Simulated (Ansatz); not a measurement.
**BaIBr (Pnma): converging the G0W0 gap**

Wanted: a G0W0 gap for BaIBr (Pnma) that is converged in bands and cutoff, or an estimate of the limit.

Main program and level: Ansatz 0.2.0; G0W0 on r2SCAN, plane waves, PAW.

### 1. Set-up

The structure is orthorhombic, space group Pnma (No. 62). The conventional cell has a = 8.814 Å, b = 5.124 Å, c = 10.192 Å, α = 90.00°, β = 90.00°, γ = 90.00°. Ba has 4 Br at 3.31 to 3.34 Å and 5 I at 3.67 to 3.76 Å nearest. Nearest to I lie 5 Ba at 3.67 to 3.76 Å. Nearest to Br lie 4 Ba at 3.31 to 3.34 Å. Farther neighbours and most contacts between anions are not listed.

The cell and positions are those that the Materials Project relaxed with its own functionals (PBE, PBE+U or r2SCAN), kept fixed. Spin-orbit coupling is left out unless a step names it.

### 2. 747 empty bands, screening to 80 eV

Now the one-shot GW correction: screening in the RPA, then the self-energy of the levels asked for. This step takes hard PAW files.

File input.yaml:

```yaml
crystal:
  lattice:
    - [8.81446039, 0.0, 0.0]
    - [0.0, 5.12429103, 0.0]
    - [0.0, 0.0, 10.19167839]
  atoms:
    - { symbol: Ba, position: [0.72882454, 0.25, 0.37513703] }
    - { symbol: Ba, position: [0.27117546, 0.75, 0.62486297] }
    - { symbol: Ba, position: [0.77117546, 0.75, 0.87513703] }
    - { symbol: Ba, position: [0.22882454, 0.25, 0.12486297] }
    - { symbol: I, position: [0.47161056, 0.25, 0.83177655] }
    - { symbol: I, position: [0.52838944, 0.75, 0.16822345] }
    - { symbol: I, position: [0.02838944, 0.75, 0.33177655] }
    - { symbol: I, position: [0.97161056, 0.25, 0.66822345] }
    - { symbol: Br, position: [0.8564719, 0.25, 0.06668585] }
    - { symbol: Br, position: [0.1435281, 0.75, 0.93331415] }
    - { symbol: Br, position: [0.6435281, 0.75, 0.56668585] }
    - { symbol: Br, position: [0.3564719, 0.25, 0.43331415] }
kpoints:
  mp_grid: { grid: [2, 4, 2] }
hamiltonian:
  xc: r2scan
  pseudopotentials: { kind: paw, source: ansatz }
scf:
  occupations: { method: fixed }
gw:
  n_empty_bands: 747
  ecut_chi: 80.0
  qp_bands: [v4, c4]
  qp_kpoints: band_edges
  screening: { model: contour_deformation }
```

On the command line:

```
ansatz run input.yaml --threads 16 --pin off --max-ram 82944MiB --backend cuda --events-out ev --progress --plain --runs-dir out --devices 1 --max-vram 78GiB
```

Numbers of over 12 decimals in the logs are rounded to 6 here.

Log:

```text
GPUs: using 1 of 1 available (devices: 1).
Engine: ansatz 0.2.0, aarch64-unknown-linux-gnu
Pseudopotentials: kind: paw
Pseudopotential: Ba, paw, valence charge 10, recommended cutoff 300 eV (meta_gga), Ba.paw.azcp
Pseudopotential: I, paw, valence charge 17, recommended cutoff 520 eV (normal), I.paw.azcp
Pseudopotential: Br, paw, valence charge 17, recommended cutoff 680 eV (normal), Br.paw.azcp
Functional definition: r2SCAN
  parameter k0 = 0.174
  parameter k1 = 0.065
  parameter a1 = 4.9479
  exchange = r2scan_x(k0 = k0, k1 = k1, a1 = a1)
  correlation = r2scan_c
[...]
Crystal: 12 atoms, lattice volume = 460.336 Å³
Basis set: ecut = 680 eV, 18563 PW (Γ), exchange–correlation on 432×256×500 points (64 copies of the dense FFT grid, shifted against one another)
Bands: 106, of which v1, the nominal top of the filled ones, is band 88 counted from 1 (87 counted from 0)
Symmetry: 8 space group operations
Space group: Pnma (ITA 62), of the structure as read, at distance tolerance 7.7e-5 Å
k-points: 12 of 16
Non-local potential: Ba, projectors of the file, l = 0: 3, l = 1: 2, l = 2: 2, l = 3: 2
Non-local potential: I, projectors of the file, l = 0: 2, l = 1: 2, l = 2: 3, l = 3: 2
Non-local potential: Br, projectors of the file, l = 0: 2, l = 1: 2, l = 2: 3, l = 3: 1
PAW form: soft (Blöchl's): semilocal exchange-correlation on the pseudo side does not see the compensation charge
PAW frozen core: Ba, regenerated for the run's functional (the file was generated under x = pbe(κ = 0.804, μ = 0.219515), c = pbe(β = 0.066725))
PAW frozen core: I, regenerated for the run's functional (the file was generated under x = pbe(κ = 0.804, μ = 0.219515), c = pbe(β = 0.066725))
PAW frozen core: Br, regenerated for the run's functional (the file was generated under x = pbe(κ = 0.804, μ = 0.219515), c = pbe(β = 0.066725))
PAW one-centre angular grid: Ba, 302 points (default); XC on 160 Gauss nodes
PAW one-centre angular grid: I, 590 points (default); XC on 160 Gauss nodes
PAW one-centre angular grid: Br, 590 points (default); XC on 160 Gauss nodes
Initial density: superposition of atomic densities (chi_scale 0.1, normalization cell, long waves kept (reshape's long-wave potential 0.01 eV rms))
Initial wavefunctions: pseudopotential atomic-orbital guess
[...]
Functional: x = r2scan, c = r2scan; τ floored in thin density (d = 2e-4 eV/Å³)
SCF iter   1: F=—  HF=-78539.071079 eV  |F-HF|=—  |Δ(HF+E_count)|=         —  Δρ=4.86e-2  dr2=1.46e1  dr2_τ=8.05e-2  ethr=3.10e-3  ⟨swp⟩=6.8  Hψ=4811  notcnv=0  defer=166
preconditioner: auto → Resta (q_TF=auto, 2.324 Å⁻¹)  ε∞=3.0  [insulator: Δε(μ)=2.739 eV  Ē_g=11.478 eV  n_scr=90 (ndim 8)  ℏωp=16.2 eV  f_vac=0.001  ε∞_Penn≈3.0]
SCF iter   2: F=—  HF=-78534.578748 eV  |F-HF|=—  |Δ(HF+E_count)|=    4.49e0  Δρ=2.07e-2  dr2=2.04e0  dr2_τ=7.61e-2  ethr=3.10e-3  ⟨swp⟩=3.1  Hψ=2161  notcnv=0  defer=155
SCF iter   3: F=—  HF=-78533.730051 eV  |F-HF|=—  |Δ(HF+E_count)|=   8.49e-1  Δρ=5.32e-3  dr2=1.60e-1  dr2_τ=3.93e-3  ethr=1.16e-3  ⟨swp⟩=3.7  Hψ=1760  notcnv=0  defer=184
SCF iter   4: F=—  HF=-78533.706324 eV  |F-HF|=—  |Δ(HF+E_count)|=   2.37e-2  Δρ=1.64e-3  dr2=1.75e-2  dr2_τ=4.65e-4  ethr=9.07e-5  ⟨swp⟩=3.9  Hψ=1883  notcnv=0  defer=188
SCF iter   5: F=—  HF=-78533.708630 eV  |F-HF|=—  |Δ(HF+E_count)|=   2.31e-3  Δρ=3.75e-4  dr2=6.22e-4  dr2_τ=4.38e-5  ethr=9.95e-6  ⟨swp⟩=3.0  Hψ=2253  notcnv=0  defer=189
SCF iter   6: F=—  HF=-78533.708981 eV  |F-HF|=—  |Δ(HF+E_count)|=   3.51e-4  Δρ=8.28e-5  dr2=3.47e-5  dr2_τ=1.42e-6  ethr=3.54e-7  ⟨swp⟩=2.0  Hψ=2250  notcnv=0  defer=188
SCF iter   7: F=—  HF=-78533.709008 eV  |F-HF|=—  |Δ(HF+E_count)|=   2.66e-5  Δρ=2.58e-5  dr2=3.49e-6  dr2_τ=2.35e-7  ethr=1.97e-8  ⟨swp⟩=2.0  Hψ=2111  notcnv=0  defer=185
SCF iter   8: F=—  HF=-78533.709008 eV  |F-HF|=—  |Δ(HF+E_count)|=   5.27e-9  Δρ=5.31e-6  dr2=1.42e-7  dr2_τ=6.25e-9  ethr=1.98e-9  ⟨swp⟩=2.0  Hψ=2197  notcnv=0  defer=185
SCF iter   9: F=-78533.709008 eV  HF=-78533.709008 eV  |F-HF|=9.75e-10  |Δ(HF+E_count)|=   1.77e-7  Δρ=1.65e-6  dr2=1.68e-8  dr2_τ=9.57e-10  ethr=5.68e-11  ⟨swp⟩=14.1  Hψ=6357  notcnv=0
SCF 1 converged in 9 iterations: F = -78533.709008 eV  dr2 = 1.68e-8
[...]
SCF converged after 9 iterations
[...]
4    92     10.7758    -6.0127    -3.6343   -10.3136  0.8302    11.4470    11.4424  root
     5    85      4.7871   -18.1608     2.0560   -15.1958  0.8031     3.8683     3.8780  root
     5    86      4.7871   -18.1608     2.0560   -15.1958  0.8031     3.8683     3.8780  root
     5    87      5.1196   -17.6780     1.8821   -14.8888  0.8055     4.2031     4.2126  root
     5    88      5.1196   -17.6780     1.8821   -14.8888  0.8055     4.2031     4.2126  root
     5    89     10.6662    -6.0062    -3.6197   -10.2988  0.8309    11.3437    11.3391  root
     5    90     10.6662    -6.0062    -3.6197   -10.2988  0.8309    11.3437    11.3391  root
     5    91     10.8026    -6.2731    -3.6917   -10.6915  0.8273    11.5349    11.5293  root
     5    92     10.8026    -6.2731    -3.6917   -10.6915  0.8273    11.5349    11.5293  root
     6    85      4.9161   -17.6220     1.8996   -14.8054  0.8051     3.9894     3.9992  root
     6    86      4.9161   -17.6220     1.8996   -14.8054  0.8051     3.9894     3.9992  root
     6    87      5.2587   -17.8379     1.8684   -15.0747  0.8065     4.3549     4.3639  root
     6    88      5.2587   -17.8379     1.8684   -15.0747  0.8065     4.3549     4.3639  root
     6    89      9.8901    -5.4305    -3.4660    -9.4745  0.8344    10.4714    10.4682  root
     6    90      9.8901    -5.4305    -3.4660    -9.4745  0.8344    10.4714    10.4682  root
     6    91     10.3412    -5.4896    -3.4853    -9.5659  0.8325    10.9356    10.9321  root
     6    92     10.3412    -5.4896    -3.4853    -9.5659  0.8325    10.9356    10.9321  root
     7    85      4.8689   -18.2293     2.0705   -15.2464  0.8031     3.9466     3.9565  root
     7    86      4.8689   -18.2293     2.0705   -15.2464  0.8031     3.9466     3.9565  root
     7    87      5.1575   -17.5592     1.8447   -14.8050  0.8062     4.2386     4.2481  root
     7    88      5.1575   -17.5592     1.8447   -14.8050  0.8062     4.2386     4.2481  root
     7    89     10.2126    -5.8013    -3.5560    -9.9918  0.8310    10.8512    10.8472  root
     7    90     10.2126    -5.8013    -3.5560    -9.9918  0.8310    10.8512    10.8472  root
     7    91     10.3540    -5.5267    -3.5226    -9.6559  0.8321    10.9644    10.9607  root
[...]
11    85      5.0158   -17.7697     1.9319   -14.9264  0.8048     4.0948     4.1044  root
    11    86      5.0158   -17.7697     1.9319   -14.9264  0.8048     4.0948     4.1044  root
    11    87      5.0158   -17.7697     1.9319   -14.9264  0.8048     4.0948     4.1044  root
    11    88      5.0158   -17.7697     1.9319   -14.9264  0.8048     4.0948     4.1044  root
    11    89     10.9759    -6.2449    -3.7090   -10.6640  0.8269    11.6915    11.6860  root
    11    90     10.9759    -6.2449    -3.7090   -10.6640  0.8269    11.6915    11.6860  root
    11    91     10.9759    -6.2449    -3.7090   -10.6640  0.8269    11.6915    11.6860  root
    11    92     10.9759    -6.2449    -3.7090   -10.6640  0.8269    11.6915    11.6860  root
```

Wall time 39 s (1 × NVIDIA GB200 (shared by 2 runs) with 16 threads of Arm Neoverse V2, shared host); peak memory 12 GiB.

Numbers from this step:

```yaml
bands_summed: 835
rpa_eps_infinity_on_this_mesh_eigenvalues: 3.373, 3.375, 3.375
plane_waves_in_the_screening_matrix: 761
q_points_in_the_mesh: 16
g0w0_gap_on_the_mesh: 5.399 eV
k_of_the_valence_top: 0, 0, 0
k_of_the_conduction_bottom: 0, 0, 0
starting_gap_on_the_mesh: 3.992 eV
z_at_the_valence_top: 0.8076
z_at_the_conduction_bottom: 0.8376
least_direct_g0w0_gap_on_the_computed_points: 5.399 eV
```

The gap on the mesh goes from 3.99 eV to 5.40 eV, a correction of +1.41 eV. Between the two edge states, bare exchange in place of the xc potential would open the gap by 6.63 eV, and correlation takes back 5.23 eV.

### 3. 1549 empty bands, screening to 130 eV

Bands and screening cutoff are moved together, since each hides the error of the other.

input.yaml: that of step 2 with these lines changed.

```diff
@@ -26,4 +26,4 @@
 gw:
-  n_empty_bands: 747
-  ecut_chi: 80.0
+  n_empty_bands: 1549
+  ecut_chi: 130.0
   qp_bands: [v4, c4]
```

Log:

```text
GPUs: using 1 of 1 available (devices: 1).
[...]
Crystal: 12 atoms, lattice volume = 460.336 Å³
Basis set: ecut = 680 eV, 18563 PW (Γ), exchange–correlation on 432×256×500 points (64 copies of the dense FFT grid, shifted against one another)
Bands: 106, of which v1, the nominal top of the filled ones, is band 88 counted from 1 (87 counted from 0)
[... 1 set-up line as in the run before ...]
[...]
k-points: 12 of 16
[...]
SCF iter   1: F=—  HF=-78539.071079 eV  |F-HF|=—  |Δ(HF+E_count)|=         —  Δρ=4.86e-2  dr2=1.46e1  dr2_τ=8.05e-2  ethr=3.10e-3  ⟨swp⟩=6.8  Hψ=4811  notcnv=0  defer=166
[...]
SCF iter   9: F=-78533.709008 eV  HF=-78533.709008 eV  |F-HF|=9.75e-10  |Δ(HF+E_count)|=   1.77e-7  Δρ=1.65e-6  dr2=1.68e-8  dr2_τ=9.57e-10  ethr=5.68e-11  ⟨swp⟩=14.1  Hψ=6357  notcnv=0
SCF 1 converged in 9 iterations: F = -78533.709008 eV  dr2 = 1.68e-8
[...]
SCF converged after 9 iterations
[...]
4    92     10.7758    -6.0127    -3.7685   -10.3136  0.8292    11.3111    11.3082  root
     5    85      4.7871   -18.1608     1.8225   -15.1958  0.8012     3.6288     3.6446  root
     5    86      4.7871   -18.1608     1.8225   -15.1958  0.8012     3.6288     3.6446  root
     5    87      5.1196   -17.6780     1.6463   -14.8888  0.8038     3.9614     3.9768  root
     5    88      5.1196   -17.6780     1.6463   -14.8888  0.8038     3.9614     3.9768  root
     5    89     10.6662    -6.0062    -3.7513   -10.2988  0.8299    11.2104    11.2075  root
     5    90     10.6662    -6.0062    -3.7513   -10.2988  0.8299    11.2104    11.2075  root
     5    91     10.8026    -6.2731    -3.8340   -10.6915  0.8260    11.3905    11.3869  root
[...]
11    89     10.9759    -6.2449    -3.8484   -10.6640  0.8257    11.5501    11.5466  root
    11    90     10.9759    -6.2449    -3.8484   -10.6640  0.8257    11.5501    11.5466  root
    11    91     10.9759    -6.2449    -3.8484   -10.6640  0.8257    11.5501    11.5466  root
    11    92     10.9759    -6.2449    -3.8484   -10.6640  0.8257    11.5501    11.5466  root
```

Elapsed: 1.9 min, on 1 × NVIDIA GB200 (shared by 2 runs) with 16 threads; peak memory 20 GiB; 5.7 min of CPU time.

This step gave:

| Item | Value |
| --- | --- |
| bands summed | 1637 |
| RPA ε∞ on this mesh (eigenvalues) | 3.372, 3.373, 3.373 |
| plane waves in the screening matrix | 1567 |
| q-points in the mesh | 16 |
| G0W0 gap on the mesh | 5.551 eV |
| k of the valence top | 0, 0, 0 |
| k of the conduction bottom | 0, 0, 0 |
| starting gap on the mesh | 3.992 eV |
| Z at the valence top | 0.8058 |
| Z at the conduction bottom | 0.8368 |
| least direct G0W0 gap on the computed points | 5.551 eV |

Against the run with 2×4×2 mesh, 747 empty bands, screening to 80 eV, hard PAW files, the gap moves by +0.15 eV.

### 4. 2956 empty bands, screening to 200 eV

input.yaml: that of step 3 with these lines changed.

```diff
@@ -26,4 +26,4 @@
 gw:
-  n_empty_bands: 1549
-  ecut_chi: 130.0
+  n_empty_bands: 2956
+  ecut_chi: 200.0
   qp_bands: [v4, c4]
```

Log:

```text
GPUs: using 1 of 1 available (devices: 1).
[...]
Crystal: 12 atoms, lattice volume = 460.336 Å³
Basis set: ecut = 680 eV, 18563 PW (Γ), exchange–correlation on 432×256×500 points (64 copies of the dense FFT grid, shifted against one another)
Bands: 106, of which v1, the nominal top of the filled ones, is band 88 counted from 1 (87 counted from 0)
[... 1 set-up line as in the run before ...]
[...]
k-points: 12 of 16
[...]
5    90     10.6662    -6.0062    -3.8288   -10.2988  0.8295    11.1321    11.1300  root
     5    91     10.8026    -6.2731    -3.9170   -10.6915  0.8256    11.3066    11.3039  root
[...]
11    89     10.9759    -6.2449    -3.9296   -10.6640  0.8253    11.4679    11.4654  root
    11    90     10.9759    -6.2449    -3.9296   -10.6640  0.8253    11.4679    11.4654  root
    11    91     10.9759    -6.2449    -3.9296   -10.6640  0.8253    11.4679    11.4654  root
    11    92     10.9759    -6.2449    -3.9296   -10.6640  0.8253    11.4679    11.4654  root
[key lines of the parts left out:]
SCF converged after 9 iterations
```

Elapsed: 3.8 min, on 1 × NVIDIA GB200 (shared by 2 runs) with 16 threads; peak memory 29 GiB; 11 min of CPU time.

This step gave:

| Item | Value |
| --- | --- |
| bands summed | 3044 |
| RPA ε∞ on this mesh (eigenvalues) | 3.371, 3.372, 3.372 |
| plane waves in the screening matrix | 2985 |
| G0W0 gap on the mesh | 5.636 eV |
| k of the valence top | 0, 0, 0 |
| k of the conduction bottom | 0, 0, 0 |
| starting gap on the mesh | 3.992 eV |
| least direct G0W0 gap on the computed points | 5.636 eV |

Against the run with 2×4×2 mesh, 1549 empty bands, screening to 130 eV, hard PAW files, the gap moves by +0.08 eV.

### 5. Changing the k mesh: 4×6×4 mesh, 747 empty bands, screening to 80 eV, hard PAW files

Only the mesh changes. It samples the long-range screening, which converges on its own terms. Bands and cutoff differ from the step before, so it is read against an earlier run that matches them.

input.yaml: that of step 4 with these lines changed.

```diff
@@ -19,3 +19,3 @@
 kpoints:
-  mp_grid: { grid: [2, 4, 2] }
+  mp_grid: { grid: [4, 6, 4] }
 hamiltonian:
@@ -26,4 +26,4 @@
 gw:
-  n_empty_bands: 2956
-  ecut_chi: 200.0
+  n_empty_bands: 747
+  ecut_chi: 80.0
   qp_bands: [v4, c4]
```

Log:

```text
GPUs: using 1 of 1 available (devices: 1).
[...]
concurrent solve slots: 12 of 16 are kept, ahead of what memory takes: no pass of the eigensolver takes more rounds on 12
[...]
Crystal: 12 atoms, lattice volume = 460.336 Å³
Basis set: ecut = 680 eV, 18563 PW (Γ), exchange–correlation on 432×256×500 points (64 copies of the dense FFT grid, shifted against one another)
Bands: 106, of which v1, the nominal top of the filled ones, is band 88 counted from 1 (87 counted from 0)
[...]
29    90     10.3767    -5.6866    -3.5271    -9.8390  0.8332    11.0057    11.0019  root
    29    91     10.4157    -5.9156    -3.6070   -10.1920  0.8301    11.0897    11.0851  root
[...]
35    89     10.9759    -6.2569    -3.6950   -10.6639  0.8275    11.6934    11.6879  root
    35    90     10.9759    -6.2569    -3.6950   -10.6639  0.8275    11.6934    11.6879  root
    35    91     10.9759    -6.2569    -3.6950   -10.6639  0.8275    11.6934    11.6879  root
    35    92     10.9759    -6.2569    -3.6950   -10.6639  0.8275    11.6934    11.6879  root
[key lines of the parts left out:]
SCF converged after 9 iterations
```

The job ended after 9.4 min (1 × NVIDIA GB200 (shared by 2 runs) with 16 threads; peak memory 19 GiB; 22 min of CPU time).

Numbers from this step:

* bands summed: 835
* RPA ε∞ on this mesh (eigenvalues): 3.364, 3.370, 3.372
* plane waves in the screening matrix: 761
* G0W0 gap on the mesh: 5.400 eV
* k of the valence top: 0, 0, 0
* k of the conduction bottom: 0, 0, 0
* starting gap on the mesh: 3.992 eV
* least direct G0W0 gap on the computed points: 5.400 eV

Against the run with 2×4×2 mesh, 747 empty bands, screening to 80 eV, hard PAW files, the gap moves by +0.001 eV.

### 6. Side by side

Times are wall times on 1 × NVIDIA GB200 (shared by 2 runs) with 16 threads of Arm Neoverse V2, shared host, good to a factor of about two.

| mesh | files | frequency | bands summed | cutoff (eV) | start (eV) | G0W0 (eV) | time | host memory (GiB) |
| --- | --- | --- | --- | --- | --- | --- | --- | --- |
| 2×4×2 | hard PAW | contour deformation | 835 | 80 | 3.992 | 5.399 | 39 s | 12 |
| 2×4×2 | hard PAW | contour deformation | 1637 | 130 | 3.992 | 5.551 | 1.9 min | 20 |
| 2×4×2 | hard PAW | contour deformation | 3044 | 200 | 3.992 | 5.636 | 3.8 min | 29 |
| 4×6×4 | hard PAW | contour deformation | 835 | 80 | 3.992 | 5.400 | 9.4 min | 19 |

How the two edges are built up, in eV (the quasiparticle level is the starting level plus Σx plus Σc less Vxc):

```csv
run,edge,start,Σx,Σc,Vxc,Z,QP
835 bands,valence top,5.40,-18.07,1.86,-15.34,0.81,4.52
835 bands,conduction bottom,9.39,-5.07,-3.37,-8.97,0.84,9.92
1637 bands,valence top,5.40,-18.07,1.61,-15.34,0.81,4.27
1637 bands,conduction bottom,9.39,-5.07,-3.46,-8.97,0.84,9.82
3044 bands,valence top,5.40,-18.07,1.47,-15.34,0.81,4.13
3044 bands,conduction bottom,9.39,-5.07,-3.52,-8.97,0.84,9.77
```

### 7. What came out

| Item | Value |
| --- | --- |
| 835 bands, 80 eV | 5.399 eV |
| 1637 bands, 130 eV | 5.551 eV |
| 3044 bands, 200 eV | 5.636 eV |
| estimated limit in bands and cutoff | 5.73 eV |
| mesh and start | 2×4×2, r2SCAN |

In words: A line in one over the bands through the two highest rungs gives 5.73 eV, +0.10 eV from the top rung; the pair below gives 5.71 eV, in fair agreement. The rungs stand 0.33 eV (835 bands), 0.18 eV (1637 bands) and 0.10 eV (3044 bands) from it. From 835 to 3044 bands the gap moves by +0.24 eV while the time grows 5.8-fold. Σc changes by −0.39 eV at the valence top and −0.15 eV at the conduction bottom, so the valence edge carries most of the change. On the 4×6×4 mesh in place of 2×4×2 the gap differs by +0.001 eV, of which +0.0003 eV is already in the start. The cheapest rung within 0.1 eV of this estimate is that with 3044 bands (3.8 min). Gaps are over the mesh's points; an edge off the mesh would be missed. The many-body steps are scalar-relativistic: spin-orbit coupling is not in them.

[Paths, hosts, dates, memory and timing lines, banners, echoed tables and standing remarks are left out of the program output.]

[Logs are printed without paths, hosts, clocks, repeated set-up lines and the standing remarks that a program may print on its own settings, such as how far it seeks lower states.]

[Runs of the session that timed out or met a known fault of the program may be left out.]

[Cells called generated may have been cut or substituted from an entry of the Crystallography Open Database or the Materials Project.]

[Hosts, paths, dates, database ids (printed as entryN), source tags and the programs' standing remarks are cut or masked in the printed files.]
